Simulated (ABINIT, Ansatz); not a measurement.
Planning a run of ABINIT 10.8.3 on PNO (P3_2). The input:

```
acell 3*1.0 Angstrom
rprim 
  4.783611555019 -0.000000000004 0.000000000000
  -2.391805777506 4.142729128486 0.000000000000
  0.000000000000 0.000000000000 5.281207000000
ntypat 3
znucl 15 7 8
natom 9
typat 1 1 1 2 2 2 3 3 3
xred 
  0.985906000000 0.461916000000 0.328176000000
  0.538084000000 0.523990000000 0.994842666667
  0.476010000000 0.014094000000 0.661509333333
  0.388331000000 0.260582000000 0.782152000000
  0.872251000000 0.611669000000 0.115485333333
  0.739418000000 0.127749000000 0.448818666667
  0.146478000000 0.720287000000 0.556338000000
  0.279713000000 0.426191000000 0.223004666667
  0.573809000000 0.853522000000 0.889671333333
pp_dirpath "pseudos"
pseudos "P.upf, N.upf, O.upf"
ecut 36
ngkpt 6 6 4
nshiftk 1
shiftk 0 0 0
kptopt 1
chksymbreak 0
nband 32
occopt 1
tolvrs 1e-10
nstep 60
prtwf 0
optforces 0
optstress 0
indata_prefix "in"
outdata_prefix "out"
tmpdata_prefix "tmp"
```

```sh
OMP_NUM_THREADS=1 mpirun -n 4 abinit run.abi > log
```

**Question.** How long will it take on 4 MPI ranks of Arm Neoverse V1, shared host, and how much memory?

It took 1.8 min; on shared hardware allow 53 s to 3.5 min. Peak host memory was 0.46 GiB.

[Paths, hosts, dates, memory and timing lines, banners, echoed tables and standing remarks are left out of the program output.]

[Logs are printed without paths, hosts, clocks, repeated set-up lines and the standing remarks that a program may print on its own settings, such as how far it seeks lower states.]

[Runs of the session that timed out or met a known fault of the program may be left out.]

[Hosts, paths, dates, database ids (printed as entryN), source tags and the programs' standing remarks are cut or masked in the printed files.]

[G0W0 gaps are taken among the corrected bands and points alone; a level outside them can change the order at an edge.]

[Where Ansatz stands beside ABINIT at settings called matched, ABINIT's density can come from a denser mesh and the files from another edition; pairs whose starting gaps differed by over 0.03 eV were left out, so agreement reads better than it is.]
